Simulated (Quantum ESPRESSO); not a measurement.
# Magnetic state of two Fe on Si sites of Si, 2.35 Å apart from several starts

Aim: find out which collinear order of two Fe on Si sites of Si, 2.35 Å apart costs least.

Main program and level: Quantum ESPRESSO 7.5; PBE with U = 4.5 eV on Fe d (ortho-atomic projectors); plane waves with GBRV 1.5 PBE potentials, no spin-orbit coupling.

### 1. Starting point

The cell holds 16 atoms: 2 Fe and 14 Si. Its edges and angles: a = 7.681 Å, b = 7.681 Å, c = 7.681 Å, α = 60.0°, β = 60.0°, γ = 60.0°. It derives from Si.

The lattice constants of the host were typed from memory of published values.

### 2. Run 1 (ferro ++)

The signs are those of the starting moments on the seeded atoms, the atoms that are given a moment.

pw.in

```
&CONTROL
  calculation = 'scf'
  prefix = 'pwscf'
  outdir = './tmp'
  pseudo_dir = './pseudo'
  disk_io = 'nowf'
/
&SYSTEM
  ibrav = 0
  celldm(1) = 8
  nat = 16
  ntyp = 2
  ecutwfc = 40
  ecutrho = 280
  nbnd = 64
  occupations = 'smearing'
  smearing = 'fd'
  degauss = 0.00367493
  nspin = 2
  starting_magnetization(1) = 0.2188
  starting_magnetization(2) = 0
/
&ELECTRONS
  conv_thr = 3.2d-08
  electron_maxstep = 150
  mixing_beta = 0.3
/
ATOMIC_SPECIES
Fe     55.8450 fe_pbe_v1.5.uspp.F.UPF
Si     28.0850 si_pbe_v1.uspp.F.UPF
CELL_PARAMETERS alat
   0.0000000000000    1.2828878228553    1.2828878228553
   1.2828878228553    0.0000000000000    1.2828878228553
   1.2828878228553    1.2828878228553    0.0000000000000
ATOMIC_POSITIONS crystal
Fe      0.0000000000    0.0000000000    0.0000000000
Fe      0.1250000000    0.1250000000    0.1250000000
Si      0.0000000000    0.0000000000    0.5000000000
Si      0.1250000000    0.1250000000    0.6250000000
Si      0.0000000000    0.5000000000    0.0000000000
Si      0.1250000000    0.6250000000    0.1250000000
Si      0.0000000000    0.5000000000    0.5000000000
Si      0.1250000000    0.6250000000    0.6250000000
Si      0.5000000000    0.0000000000    0.0000000000
Si      0.6250000000    0.1250000000    0.1250000000
Si      0.5000000000    0.0000000000    0.5000000000
Si      0.6250000000    0.1250000000    0.6250000000
Si      0.5000000000    0.5000000000    0.0000000000
Si      0.6250000000    0.6250000000    0.1250000000
Si      0.5000000000    0.5000000000    0.5000000000
Si      0.6250000000    0.6250000000    0.6250000000
K_POINTS automatic
4 4 4 0 0 0
HUBBARD {ortho-atomic}
U Fe-3d 4.5000
```

Launch:

```sh
OMP_NUM_THREADS=1 mpirun -n 4 pw.x -nk 4 -in pw.in > pw.out
```

Log:

```text
Program PWSCF v.7.5 starts

     Message from routine setup:
     using ibrav=0 with symmetry is DISCOURAGED, use correct ibrav instead

     K-points division:     npool     =       4
     Subspace diagonalization in iterative solution of the eigenvalue problem:

     G-vector sticks info
     --------------------
     sticks:   dense  smooth     PW     G-vecs:    dense   smooth      PW
     Sum        4069    2335    649               171471    74129   10849

     Using Slab Decomposition

     bravais-lattice index     =            0
     lattice parameter (alat)  =       8.0000  a.u.
     unit-cell volume          =    2162.0514 (a.u.)^3
     number of atoms/cell      =           16
     number of atomic types    =            2
     number of electrons       =        88.00
     number of Kohn-Sham states=           64
     kinetic-energy cutoff     =      40.0000  Ry
     charge density cutoff     =     280.0000  Ry
     scf convergence threshold =      3.2E-08
     mixing beta               =       0.3000
     number of iterations used =            8  plain     mixing
     Exchange-correlation= SLA  PW   PBE  PBE
                           (   1   4   3   4   0   0   0)
     Hubbard projectors: ortho-atomic
     Hubbard parameters of DFT+U (Dudarev formulation) in eV:
     U(Fe-3d) =  4.5000

     Internal variables: lda_plus_u =T, lda_plus_u_kind = 0

     Internal variables: orbital_resolved =F, hub_pot_fix =F, apply_U = F

     celldm(1)=   8.000000  celldm(2)=   0.000000  celldm(3)=   0.000000
     celldm(4)=   0.000000  celldm(5)=   0.000000  celldm(6)=   0.000000

     crystal axes: (cart. coord. in units of alat)
               a(1) = (   0.000000   1.282888   1.282888 )
               a(2) = (   1.282888   0.000000   1.282888 )
               a(3) = (   1.282888   1.282888   0.000000 )

     reciprocal axes: (cart. coord. in units 2 pi/alat)
               b(1) = ( -0.389746  0.389746  0.389746 )
               b(2) = (  0.389746 -0.389746  0.389746 )
               b(3) = (  0.389746  0.389746 -0.389746 )

     PseudoPot. # 1 for Fe read from file:
     fe_pbe_v1.5.uspp.F.UPF
     Pseudo is Ultrasoft + core correction, Zval = 16.0
     Generated by new atomic code, or converted to UPF format
     Using radial grid of  861 points,  6 beta functions with:
                l(1) =   0
                l(2) =   0
                l(3) =   1
                l(4) =   1
                l(5) =   2
                l(6) =   2
     Q(r) pseudized with  8 coefficients,  rinner =    1.000   1.000   1.000
                                                       1.000   1.000

     PseudoPot. # 2 for Si read from file:
     si_pbe_v1.uspp.F.UPF
     Pseudo is Ultrasoft + core correction, Zval =  4.0
     Generated by new atomic code, or converted to UPF format
     Using radial grid of  899 points,  6 beta functions with:
                l(1) =   0
                l(2) =   0
                l(3) =   1
                l(4) =   1
                l(5) =   2
                l(6) =   2
     Q(r) pseudized with  8 coefficients,  rinner =    0.900   0.900   0.900
                                                       0.900   0.900

     atomic species   valence    mass     pseudopotential
     Fe               16.00    55.84500     Fe( 1.00)
     Si                4.00    28.08500     Si( 1.00)

     Starting magnetic structure
     atomic species   magnetization
     Fe              0.219
     Si              0.000

      6 Sym. Ops. (no inversion) found

   Cartesian axes

     site n.     atom                  positions (alat units)
         1        Fe     tau(   1) = (   0.0000000   0.0000000   0.0000000  )
         2        Fe     tau(   2) = (   0.3207220   0.3207220   0.3207220  )
         3        Si     tau(   3) = (   0.6414439   0.6414439   0.0000000  )
         4        Si     tau(   4) = (   0.9621659   0.9621659   0.3207220  )
         5        Si     tau(   5) = (   0.6414439   0.0000000   0.6414439  )
         6        Si     tau(   6) = (   0.9621659   0.3207220   0.9621659  )
         7        Si     tau(   7) = (   1.2828878   0.6414439   0.6414439  )
         8        Si     tau(   8) = (   1.6036098   0.9621659   0.9621659  )
         9        Si     tau(   9) = (   0.0000000   0.6414439   0.6414439  )
        10        Si     tau(  10) = (   0.3207220   0.9621659   0.9621659  )
        11        Si     tau(  11) = (   0.6414439   1.2828878   0.6414439  )
        12        Si     tau(  12) = (   0.9621659   1.6036098   0.9621659  )
        13        Si     tau(  13) = (   0.6414439   0.6414439   1.2828878  )
        14        Si     tau(  14) = (   0.9621659   0.9621659   1.6036098  )
        15        Si     tau(  15) = (   1.2828878   1.2828878   1.2828878  )
        16        Si     tau(  16) = (   1.6036098   1.6036098   1.6036098  )

     number of k points=    13  Fermi-Dirac smearing, width (Ry)=  0.0037
                       cart. coord. in units 2pi/alat
        k(    1) = (   0.0000000   0.0000000   0.0000000), wk =   0.0156250
        k(    2) = (   0.0974364   0.0974364  -0.0974364), wk =   0.0937500
        k(    3) = (  -0.1948728  -0.1948728   0.1948728), wk =   0.0468750
        k(    4) = (   0.1948728   0.0000000   0.0000000), wk =   0.0937500
        k(    5) = (  -0.0974364  -0.2923093   0.2923093), wk =   0.1875000
        [... 8 further k-points ...]

     Dense  grid:   171471 G-vectors     FFT dimensions: (  80,  80,  80)

     Smooth grid:    74129 G-vectors     FFT dimensions: (  60,  60,  60)

     Check: negative core charge=   -0.000008
     Generating pointlists ...
     new r_m :   0.2291 (alat units)  1.8332 (a.u.) for type    1
     new r_m :   0.2291 (alat units)  1.8332 (a.u.) for type    2

     Initial potential from superposition of free atoms

     starting charge      85.9906, renormalised to      88.0000

     STARTING HUBBARD OCCUPATIONS:

     =================== HUBBARD OCCUPATIONS ===================
     ------------------------ ATOM    1 ------------------------
     Tr[ns(  1)] (up, down, total) =   5.00000  0.00000  5.00000
     Atomic magnetic moment for atom   1 =   5.00000
     [... lines left out ...]
     ------------------------ ATOM    2 ------------------------
     Tr[ns(  2)] (up, down, total) =   5.00000  0.00000  5.00000
     Atomic magnetic moment for atom   2 =   5.00000
     [... lines left out ...]
     Number of occupied Hubbard levels =   10.0000

     Atomic wfc used for Hubbard projectors are orthogonalized

     Starting wfcs are   82 randomized atomic wfcs

     Self-consistent Calculation

     iteration #  1     ecut=    40.00 Ry     beta= 0.30
     Davidson diagonalization with overlap
     ethr =  1.00E-02,  avg # of iterations =  3.8

     =================== HUBBARD OCCUPATIONS ===================
     ------------------------ ATOM    1 ------------------------
     Tr[ns(  1)] (up, down, total) =   4.90283  3.56566  8.46849
     Atomic magnetic moment for atom   1 =   1.33717
     [... lines left out ...]
     ------------------------ ATOM    2 ------------------------
     Tr[ns(  2)] (up, down, total) =   4.90282  3.56553  8.46835
     Atomic magnetic moment for atom   2 =   1.33729
     [... lines left out ...]
     Number of occupied Hubbard levels =   16.9368

     total energy              =    -629.89880242 Ry
     estimated scf accuracy    <      12.25437000 Ry

     total magnetization       =     2.80 Bohr mag/cell
     absolute magnetization    =     3.39 Bohr mag/cell

     iteration #  2     ecut=    40.00 Ry     beta= 0.30
     Davidson diagonalization with overlap
     ethr =  1.00E-02,  avg # of iterations =  3.0

     total energy              =    -628.48987657 Ry
     estimated scf accuracy    <      77.80732032 Ry

     total magnetization       =     0.32 Bohr mag/cell
     absolute magnetization    =     0.65 Bohr mag/cell

     iteration #  3     ecut=    40.00 Ry     beta= 0.30
     Davidson diagonalization with overlap
     ethr =  1.00E-02,  avg # of iterations =  4.0

     total energy              =    -633.98911798 Ry
     estimated scf accuracy    <       1.41415982 Ry

     total magnetization       =     2.98 Bohr mag/cell
     absolute magnetization    =     4.18 Bohr mag/cell

     [... further iterations left out ...]

     iteration # 27     ecut=    40.00 Ry     beta= 0.30
     Davidson diagonalization with overlap
     ethr =  5.55E-10,  avg # of iterations =  2.8

     total energy              =    -634.35634414 Ry
     estimated scf accuracy    <       0.00000009 Ry

     total magnetization       =     6.22 Bohr mag/cell
     absolute magnetization    =     6.88 Bohr mag/cell

     iteration # 28     ecut=    40.00 Ry     beta= 0.30
     Davidson diagonalization with overlap
     ethr =  9.90E-11,  avg # of iterations =  2.6

     total energy              =    -634.35634423 Ry
     estimated scf accuracy    <       0.00000005 Ry

     total magnetization       =     6.22 Bohr mag/cell
     absolute magnetization    =     6.88 Bohr mag/cell

     iteration # 29     ecut=    40.00 Ry     beta= 0.30
     Davidson diagonalization with overlap
     ethr =  5.77E-11,  avg # of iterations =  2.5

     total energy              =    -634.35634426 Ry
     estimated scf accuracy    <       0.00000004 Ry

     total magnetization       =     6.22 Bohr mag/cell
     absolute magnetization    =     6.88 Bohr mag/cell

     iteration # 30     ecut=    40.00 Ry     beta= 0.30
     Davidson diagonalization with overlap
     ethr =  4.15E-11,  avg # of iterations =  2.5

     Magnetic moment per site  (integrated on atomic sphere of radius R)
     atom   1 (R=0.229)  charge= 14.1009  magn=  2.9389
     atom   2 (R=0.229)  charge= 14.1010  magn=  2.9387
     atom   3 (R=0.229)  charge=  1.8195  magn= -0.0281
     atom   4 (R=0.229)  charge=  1.8195  magn= -0.0281
     atom   5 (R=0.229)  charge=  1.8195  magn= -0.0281
     atom   6 (R=0.229)  charge=  1.8195  magn= -0.0281
     atom   7 (R=0.229)  charge=  1.8177  magn=  0.0085
     atom   8 (R=0.229)  charge=  1.8177  magn=  0.0085
     atom   9 (R=0.229)  charge=  1.8195  magn= -0.0281
     atom  10 (R=0.229)  charge=  1.8195  magn= -0.0281
     atom  11 (R=0.229)  charge=  1.8177  magn=  0.0085
     atom  12 (R=0.229)  charge=  1.8177  magn=  0.0085
     atom  13 (R=0.229)  charge=  1.8177  magn=  0.0085
     atom  14 (R=0.229)  charge=  1.8177  magn=  0.0085
     atom  15 (R=0.229)  charge=  1.8243  magn= -0.0011
     atom  16 (R=0.229)  charge=  1.8243  magn= -0.0011

     End of self-consistent calculation

     =================== HUBBARD OCCUPATIONS ===================
     ------------------------ ATOM    1 ------------------------
     Tr[ns(  1)] (up, down, total) =   4.76107  1.63250  6.39357
     Atomic magnetic moment for atom   1 =   3.12857
     [... lines left out ...]
     ------------------------ ATOM    2 ------------------------
     Tr[ns(  2)] (up, down, total) =   4.76103  1.63266  6.39369
     Atomic magnetic moment for atom   2 =   3.12837
     [... lines left out ...]
     Number of occupied Hubbard levels =   12.7873

     [... lines left out ...]
     the Fermi energy is     6.4590 ev

!    total energy              =    -634.35634431 Ry
     estimated scf accuracy    <       0.00000002 Ry
     smearing contrib. (-TS)   =      -0.00198957 Ry
     internal energy E=F+TS    =    -634.35435473 Ry

     The total energy is F=E-TS. E is the sum of the following terms:
     one-electron contribution =    -508.54060578 Ry
     hartree contribution      =     285.92420394 Ry
     xc contribution           =    -118.67726428 Ry
     ewald contribution        =    -293.39736854 Ry
     Hubbard energy            =       0.33667993 Ry

     total magnetization       =     6.22 Bohr mag/cell
     absolute magnetization    =     6.88 Bohr mag/cell

     convergence has been achieved in  30 iterations

=------------------------------------------------------------------------------=
   JOB DONE.
=------------------------------------------------------------------------------=
```

It took 12 min on 4 MPI ranks of Intel Xeon at 2.50GHz (Skylake/Cascade Lake), shared host; peak memory 1.6 GiB; 48 min of CPU time.

Spin moment in the atom's sphere by atom:

```tsv
atom	spin moment in the atom's sphere (μB)
Fe1	2.94
Fe2	2.94
Si3	-0.03
Si4	-0.03
Si5	-0.03
Si6	-0.03
Si7	0.01
Si8	0.01
Si9	-0.03
Si10	-0.03
Si11	0.01
Si12	0.01
Si13	0.01
Si14	0.01
Si15	0.00
Si16	0.00
```

This step gave:

```
smearing term TS       : 0.02707 eV
magnetization          : 6.221 μB
absolute magnetization : 6.884 μB
final state            : ferromagnetic
```

Spin density in the ac plane at fractional y = 0.000, with atoms of Fe and Si within 0.2 Å of it.

Ten even steps from '_' (0.0 e/Å³) to '@' (5.6 e/Å³), each cell a mean:
```
##==____________________________________--
....______________________________________
__________________________________________
__________________________________________
__________________________________________
__________________________________________
__________________________________________
__________________________________________
__________________________________________
__________________________________________
__________________________________________
__________________________________________
__________________________________________
__________________________________________
__________________________________________
__________________________________________
__________________________________________
__________________________________________
__________________________________________
::____________________________________..==
@@::__________________________________..##
```
Columns run along a (7.7 Å), rows up along c (7.7 Å). Atoms in or near the plane, at fractional coordinates: Fe at (0.00, 0.00), Si at (0.00, 0.50), Si at (0.50, 0.00), Si at (0.50, 0.50).

Valence density in the ac plane at fractional y = 0.000, with atoms of Fe and Si within 0.2 Å of it. It is the smooth field of the valence electrons, not physical close to the nuclei.

Values in e/Å³, 11 rows by 16 columns, each cell a mean:
```
14  6  0  0  0  0  0  0  0  0  0  0  0  0  0  5
 1  1  0  0  0  0  0  0  0  0  0  0  0  0  0  0
 0  0  0  0  0  0  0  0  0  0  0  0  0  0  0  0
 0  0  0  0  0  0  0  0  0  0  0  0  0  0  0  0
 0  0  0  0  0  0  0  0  0  0  0  0  0  0  0  0
 1  0  0  0  0  0  0  0  1  0  0  0  0  0  0  0
 0  0  0  0  0  0  0  0  0  0  0  0  0  0  0  0
 0  0  0  0  0  0  0  0  0  0  0  0  0  0  0  0
 0  0  1  0  0  0  0  0  0  0  0  0  0  0  0  0
 1  0  1  1  0  0  0  0  0  0  0  0  0  0  1  2
14  3  0  0  0  0  0  0  1  0  0  0  0  0  2 16
```
Columns run along a (7.7 Å), rows up along c (7.7 Å). Atoms in or near the plane, at fractional coordinates: Fe at (0.00, 0.00), Si at (0.00, 0.50), Si at (0.50, 0.00), Si at (0.50, 0.50).

(Part 1 of 2 ends here.)

[Logs and program files are shortened in this print: banners, set-up blocks, solver, clock and traceback lines can be left out without a mark of their own.]

[Logs are printed without paths, hosts, clocks, repeated set-up lines and the standing remarks that a program may print on its own settings, such as how far it seeks lower states.]

[Hosts, paths, dates, database ids (printed as entryN), source tags and the programs' standing remarks are cut or masked in the printed files.]

[Where a cell is said to come from a database of computed structures, the database is the Materials Project.]
